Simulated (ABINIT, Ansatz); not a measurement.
Entries from a set of simulations; values are calculated unless marked as measured.

### Quasiparticle gap of K2LiScF6 (Fm-3m) in ABINIT

The structure is cubic, space group Fm-3m (No. 225). Conventional cell: a = 8.290 Å, b = 8.290 Å, c = 8.290 Å, α = 90.00°, β = 90.00°, γ = 90.00°. K has 12 F at 2.93 Å nearest. Nearest to Li lie 6 F at 2.11 Å. Nearest to Sc lie 6 F at 2.04 Å. Nearest to F lie 1 Sc at 2.04 Å and 1 Li at 2.11 Å and 4 K at 2.93 Å. Farther neighbours, and contacts between anions beyond the nearest, are not listed.

```xyz
10
Lattice="0.0000 4.1448 4.1448 4.1448 0.0000 4.1448 4.1448 4.1448 0.0000" Properties=species:S:1:pos:R:3 pbc="T T T"
K     2.0724    2.0724    2.0724
K     6.2172    6.2172    6.2172
Li    4.1448    4.1448    4.1448
Sc    0.0000    0.0000    0.0000
F     4.1448    4.1448    2.0358
F     6.2538    4.1448    4.1448
F     4.1448    4.1448    6.2538
F     4.1448    2.0358    4.1448
F     4.1448    6.2538    4.1448
F     2.0358    4.1448    4.1448
```

| Quantity | Value |
| --- | --- |
| method | RPA screening on LDA, plane waves, norm-conserving pseudopotentials (and 2 further levels or steps) |
| program | ABINIT 10.8.3 |
| settings | cutoff 36 Ha, PseudoDojo scalar-relativistic 0.4.1 standard, norm-conserving, ngkpt (2, 2, 2), nband 268, ecuteps 6.5 Ha, inclvkb 2, shiftk (0, 0, 0), symchi 1, awtr 1, frequency ppm, 2×2×2 k-mesh |
| cost | 5 runs, 15 min in all on 4 MPI ranks of Arm Neoverse N1, shared host |
| notes | The program’s warnings: nproc spkpt=  >= nkpt= * nsppol=. The cell and positions are those that the Materials Project relaxed with its own functionals (PBE, PBE+U or r2SCAN), kept fixed. The 2×2×2 mesh is coarse for this cell, which bears on the long-range parts of exchange and screening. |
| LDA gap | 6.75 eV, direct |
| G0W0 gap on the mesh | 11.92 eV |
| GW settings | 2×2×2 mesh, 268 bands, screening to 176.9 eV, Godby-Needs plasmon pole |
| known limits | short of the basis limit; coarse k mesh |

G0W0 moves the gap on the mesh from 6.75 eV to 11.92 eV (+5.17 eV), with Z of 0.80 and 0.83 at the edges. Local fields lower the RPA ε∞ on this mesh from 2.40 to 2.16; a Γ-centred mesh this coarse tends to raise both, most where the direct gap is narrow, while a short band sum lowers them.

[Long decimals in the printed logs are rounded to 6 places.]

[Logs are printed without paths, hosts, clocks, repeated set-up lines and the standing remarks that a program may print on its own settings, such as how far it seeks lower states.]

[Paths, hosts, dates, memory and timing lines, banners, echoed tables and standing remarks are left out of the program output; an Ansatz launch command may be rebuilt from the run's recorded settings. Measured values are a selection of at most five: reports struck by readers or far from the other reports are left out. None is set beside runs whose start may be inverted or whose files or cutoffs have a known fault.]

[Runs of the session that timed out or met a known fault of the program may be left out.]

[Hosts, paths, dates, database ids (printed as entryN), source tags and the programs' standing remarks are cut or masked in the printed files.]

[G0W0 gaps are taken among the corrected bands and points alone; a level outside them can change the order at an edge.]

[Where Ansatz stands beside ABINIT at settings called matched, ABINIT's density can come from a denser mesh and the files from another edition; pairs whose starting gaps differed by over 0.03 eV were left out, so agreement reads better than it is.]
